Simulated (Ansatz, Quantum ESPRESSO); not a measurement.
# Li3W (Fm-3m): zone-centre phonons, part 3 of 3

Which modes does Li3W (Fm-3m) have at the zone centre?

Quantum ESPRESSO 7.5; DFT PBE, scalar-relativistic, plane waves, PseudoDojo norm-conserving pseudopotentials.

So far. Step 5 (Zone-centre response): The acoustic modes at Γ come out as far as 0.9 cm⁻¹ from zero, where they should vanish, a small numerical error. Step 6 (Modes with the sum rule): The rule moves no optical mode by more than 0.1 cm⁻¹.

The structure was built from a prototype and need not be the compound's stable phase.

**8. Cross-check with Ansatz**

The same cell goes through another code, with its own cutoff. It uses its own PAW datasets, so the potentials differ. Its k mesh is centred on Γ.

This step: DFT PBE, scalar-relativistic, plane waves, PAW (Ansatz 0.2.0).

Contents of input.yaml:

```yaml
crystal:
  lattice:
    - [-3.071151892, 0.0, 3.071151892]
    - [0.0, 3.071151892, 3.071151892]
    - [-3.071151892, 3.071151892, 0.0]
  atoms:
    - { symbol: W, position: [0.0, 0.0, 0.0] }
    - { symbol: Li, position: [0.5, 0.5, 0.5] }
    - { symbol: Li, position: [0.75, 0.75, 0.75] }
    - { symbol: Li, position: [0.25, 0.25, 0.25] }
kpoints:
  mp_grid: { grid: [8, 8, 8] }
hamiltonian:
  xc: pbe
scf:
  occupations: { method: cold, width: 0.27211 }
output:
  eigenvalues: true
phonons:
  method: dfpt
```

Started as:

```sh
ansatz run input.yaml --threads 4 --pin off --max-ram 8192MiB --backend cpu --events-out ev --progress --plain --runs-dir out
```

Numbers of over 12 decimals in the logs are rounded to 6 here.

Output:

```text
zone centre: on kpoints.mp_grid the ground state, and the responses unless they are solved on pairs of k-points, stand on 59 of the mesh's 512 k-points, reduced under 8 symmetry operations, with k and −k counted as one. Each operation leaves every solved displacement unchanged or reverses it
Engine: ansatz 0.2.0, aarch64-unknown-linux-gnu
Pseudopotentials: kind: paw
Pseudopotential: W, paw, valence charge 14, recommended cutoff 420 eV (normal), W.paw.azcp
Pseudopotential: Li, paw, valence charge 3, recommended cutoff 420 eV (normal), Li.paw.azcp
Functional definition: PBE
  parameter kappa = 0.804
  parameter beta = 0.066725
  exchange = pbe_x(kappa = kappa, mu = beta*pi^2/3)
  correlation = pbe_c(beta = beta)
Crystal: 4 atoms, lattice volume = 57.934 Å³
Basis set: ecut = 420 eV, 1139 PW (Γ), exchange–correlation on 60×60×60 points (8 copies of the dense FFT grid, shifted against one another)
Bands: 16, of which v1, the nominal top of the filled ones, is band 12 counted from 1 (11 counted from 0)
Symmetry: 48 space group operations
k-points: 59 of 512 (irreducible under 8 space group operations, time reversal used)
Non-local potential: W, projectors of the file, l = 0: 3, l = 1: 2, l = 2: 2, l = 3: 1
Non-local potential: Li, projectors of the file, l = 0: 3, l = 1: 2, l = 2: 1
PAW form: soft (Blöchl's): semilocal exchange-correlation on the pseudo side does not see the compensation charge
PAW one-centre angular grid: W, 590 points (default); XC on 64 Gauss nodes
PAW one-centre angular grid: Li, 110 points (default); XC on 64 Gauss nodes
Initial density: superposition of atomic densities (neutral atoms: chi_scale 0, normalization atom), corrected by the library's trained network
Initial wavefunctions: pseudopotential atomic-orbital guess
Functional: x = pbe(κ = 0.804, μ = 0.219515), c = pbe(β = 0.066725)
SCF iter   1: F=—  HF=-10994.683219 eV  |F-HF|=—  |Δ(HF+E_count)|=         —  Δρ=5.21e-3  dr2=7.91e-3  ethr=1.77e-3  ⟨swp⟩=4.8  Hψ=9333  notcnv=0
automatic band count: the SCF goes on with 20 bands, as 16 were too few: they end inside the smearing window of the response
preconditioner: auto → Kerker (q_TF=auto, 2.339 Å⁻¹)  [metal: Δε(μ)=0.028 eV  Ē_g=6.645 eV  σ=0.272 eV  W_gap=0.07  n_scr=14 (ndim 8)  ℏωp=14.6 eV  f_vac=0.000  D(μ)=3.56/eV (n_scr^D=26)]
SCF iter   2: F=—  HF=-10994.682791 eV  |F-HF|=—  |Δ(HF+E_count)|=   4.28e-4  S|Δr|=    0.00e0  Δρ=2.99e-3  dr2=3.16e-3  ethr=3.44e-5  ⟨swp⟩=1.0  Hψ=1652  notcnv=0
SCF iter   3: F=—  HF=-10994.682514 eV  |F-HF|=—  |Δ(HF+E_count)|=   2.78e-4  S|Δr|=    0.00e0  Δρ=3.07e-4  dr2=7.57e-5  ethr=1.37e-5  ⟨swp⟩=1.0  Hψ=1094  notcnv=0
SCF iter   4: F=—  HF=-10994.682491 eV  |F-HF|=—  |Δ(HF+E_count)|=   2.27e-5  S|Δr|=    0.00e0  Δρ=8.18e-5  dr2=6.53e-6  ethr=3.29e-7  ⟨swp⟩=1.5  Hψ=1189  notcnv=0
SCF iter   5: F=—  HF=-10994.682487 eV  |F-HF|=—  |Δ(HF+E_count)|=   4.07e-6  S|Δr|=    0.00e0  Δρ=2.73e-5  dr2=5.56e-7  ethr=2.84e-8  ⟨swp⟩=2.2  Hψ=1375  notcnv=0
SCF iter   6: F=—  HF=-10994.682487 eV  |F-HF|=—  |Δ(HF+E_count)|=   6.62e-8  S|Δr|=    0.00e0  Δρ=4.01e-6  dr2=5.28e-9  ethr=2.42e-9  ⟨swp⟩=2.0  Hψ=1331  notcnv=0
SCF iter   7: F=—  HF=-10994.682487 eV  |F-HF|=—  |Δ(HF+E_count)|=   1.76e-9  S|Δr|=    0.00e0  Δρ=9.24e-7  dr2=4.67e-10  ethr=2.29e-11  ⟨swp⟩=2.1  Hψ=1648  notcnv=0
SCF iter   8: F=—  HF=-10994.682487 eV  |F-HF|=—  |Δ(HF+E_count)|=  1.33e-10  S|Δr|=    0.00e0  Δρ=1.77e-7  dr2=1.72e-11  ethr=2.03e-12  ⟨swp⟩=2.2  Hψ=1682  notcnv=0
SCF iter   9: F=-10994.682487 eV  HF=-10994.682487 eV  |F-HF|=1.82e-12  |Δ(HF+E_count)|=    0.00e0  S|Δr|=    0.00e0  Δρ=3.58e-8  dr2=6.37e-13  ethr=1.00e-12  ⟨swp⟩=8.0  Hψ=4525  notcnv=0
SCF 1 converged in 9 iterations: F = -10994.682487 eV  dr2 = 6.37e-13
  greatest PAW one-centre occupation: 1.000 electrons in one spin orbital (limit 2), on the Li atom at site 3 (counted from 0), in its partial waves of l = 0
DFPT response loops at Γ: preconditioner auto → Kerker (q_TF=auto, 2.339 Å⁻¹) (partly filled bands, converged f_vac=0.000); β = 1.00, the filter's whole step (`scf.mixing.beta` (0.50) is not read by the response loops under this deck's `scf.mixing.preconditioner`; to damp them name `kerker` or `kerker_dos`, under which they read `scf.mixing.beta`, and type it under 1.00, their step now; both keys bind the ground state too); Broyden in place of MSR1
SCF converged after 9 iterations
Stability not checked: this state was not tested for a lower state beside it, because cold or Methfessel-Paxton smearing, or corrected tetrahedra, fill the levels in a way that the test cannot read (fill_not_monotonic; see scf.lower_state_search)
Free energy (F): -10994.682487 eV
Harris-Foulkes:  -10994.682487 eV  (|F-HF|=1.82e-12)
Internal energy: -10994.655001 eV  (E = F + TS)
E sigma→0 (E₀):  -10994.673325 eV
Entropy (-TS):   -0.027486 eV (-6.872 meV/atom)
Fermi energy:    7.123205 eV
--- Per-component energies (eV) ---
  E_band       = -492.322395
  E_kinetic    = 512.621958
  E_local      = -1470.331653  (includes V_loc(G=0)·N_el)
  E_nonlocal   = -94.095821
  E_hartree    = 498.829169
  E_xc         = -294.843429
  E_vxc        = -274.690869  (∫ρ·V_xc dr)
  E_paw        = -8626.329530  (= ΣΔE_a)
  E_vpaw       = -163.484367  (= ΣTr[D̂ρ^β])
  E_aug_tail   = 0.000019  (compensation charges beyond the density's cutoff)
  E_ewald      = -1520.505713
  E_smearing   = -0.027486  (= −TS)
  E_closure    = -0.000000  (closes the sum)
  Σ components = -10994.682487   (vs F -10994.682487, Δ=0.00e0)
--- Band table (eV; the first three rows and the last of 59) ---
  k-point 0: bands = [... 8 lower, 6.0095, 6.0095, 6.0095, 7.2658, 7.2658, 12.2382, 12.2382, 12.2382, ... 4 higher]
  k-point 1: bands = [... 8 lower, 5.9757, 6.0819, 6.0819, 7.1724, 7.1724, 11.5284, 12.4521, 12.4521, ... 4 higher]
  k-point 2: bands = [... 8 lower, 5.8985, 6.1565, 6.1565, 7.1457, 7.1457, 9.8527, 12.4829, 12.4829, ... 4 higher]
  k-point 58: bands = [... 8 lower, 6.0935, 6.5889, 7.3941, 7.7163, 7.7163, 7.8059, 7.9871, 7.9871, ... 4 higher]
--- Phonons (Γ-DFPT): 3 representative perturbations + reference, on 59 of 512 k-points (Σ response iterations 10) ---
  k mesh reduced under 8 symmetry operations, with k and −k counted as one. Each operation leaves every solved displacement unchanged or reverses it
  ASR residual: 5.262e-6 → 0.000e0 eV/Å²; symmetrization residual: 2.171e-6 eV/Å²
  ASR residual per site (eV/Å²): 3.04e-6 3.45e-7 5.26e-6 5.26e-6
  Γ frequencies (cm⁻¹): 0.00 0.00 0.00 306.52 306.52 306.52 402.57 402.57 402.57 458.35 458.35 458.35
  non-analytic LO–TO correction: not included (Born effective charges unavailable; polar crystals: no LO–TO splitting at Γ)
```

Wall time 6.8 s (4 threads of Arm Neoverse V1, shared host); peak memory 0.53 GiB.

This step gave:

```yaml
sum_rule_residual_before_enforcement: 5.26e-6 eV/Å²
highest_optical_zone_centre_mode_no_lo_to_term: 458.4 cm⁻¹
lowest_optical_zone_centre_mode: 306.5 cm⁻¹
```

**9. The two compared: QE PseudoDojo and Ansatz, PAW**

Numbers from this step:

```
root-mean-square difference : 0.4 cm⁻¹
largest difference          : 0.54 cm⁻¹
```

Frequencies side by side, by row:

```csv
q (reciprocal lattice),mode,QE PseudoDojo (cm⁻¹),"Ansatz, PAW (cm⁻¹)"
0 0 0,1,0,0
0 0 0,2,0,0
0 0 0,3,0,0
0 0 0,4,306.7,306.5
0 0 0,5,306.7,306.5
0 0 0,6,306.7,306.5
0 0 0,7,403.1,402.6
0 0 0,8,403.1,402.6
0 0 0,9,403.1,402.6
0 0 0,10,458.8,458.4
0 0 0,11,458.8,458.4
0 0 0,12,458.8,458.4
```

At the zone centre the largest difference (acoustic modes at Γ apart) is 0.1 % of the highest mode.

**10. Results**

```json
{"space group after relaxation": "Fm-3m", "volume per atom": "14.5 Å³", "highest optical zone-centre mode (no LO-TO term)": "458.8 cm⁻¹", "lowest optical zone-centre mode": "306.7 cm⁻¹", "imaginary optical modes at the zone centre (no q mesh in this session)": "none", "largest difference from Ansatz, PAW": "0.54 cm⁻¹"}
```

What this shows: At the PBE level the optical modes of Li3W (Fm-3m) at the zone centre run from 307 to 459 cm⁻¹. Of the 9 optical modes, 6 are infrared active alone and 3 are Raman active alone; inversion symmetry keeps the two sets apart. QE PseudoDojo and Ansatz, PAW agree to 0.54 cm⁻¹ (0.1 % of the highest mode compared) on all solved modes but the acoustic ones at Γ, without the LO-TO term. These are harmonic frequencies at zero temperature: anharmonic shifts and linewidths and thermal expansion are left out. Spin-orbit coupling is left out, which can matter for the heavy elements here. In a metal the frequencies hang on the k mesh and the smearing, most of all near Kohn anomalies. The runs are without spin polarisation, although the cell has an odd electron count or an open d or f shell, so a magnetic state was not tested. The structure is a hypothetical one, built on a prototype.

[Host names and launcher messages were left out of these logs when they were recorded.]

[Logs are printed without paths, hosts, clocks, repeated set-up lines and the standing remarks that a program may print on its own settings, such as how far it seeks lower states.]

[Hosts, paths, dates, database ids (printed as entryN), source tags and the programs' standing remarks are cut or masked in the printed files.]
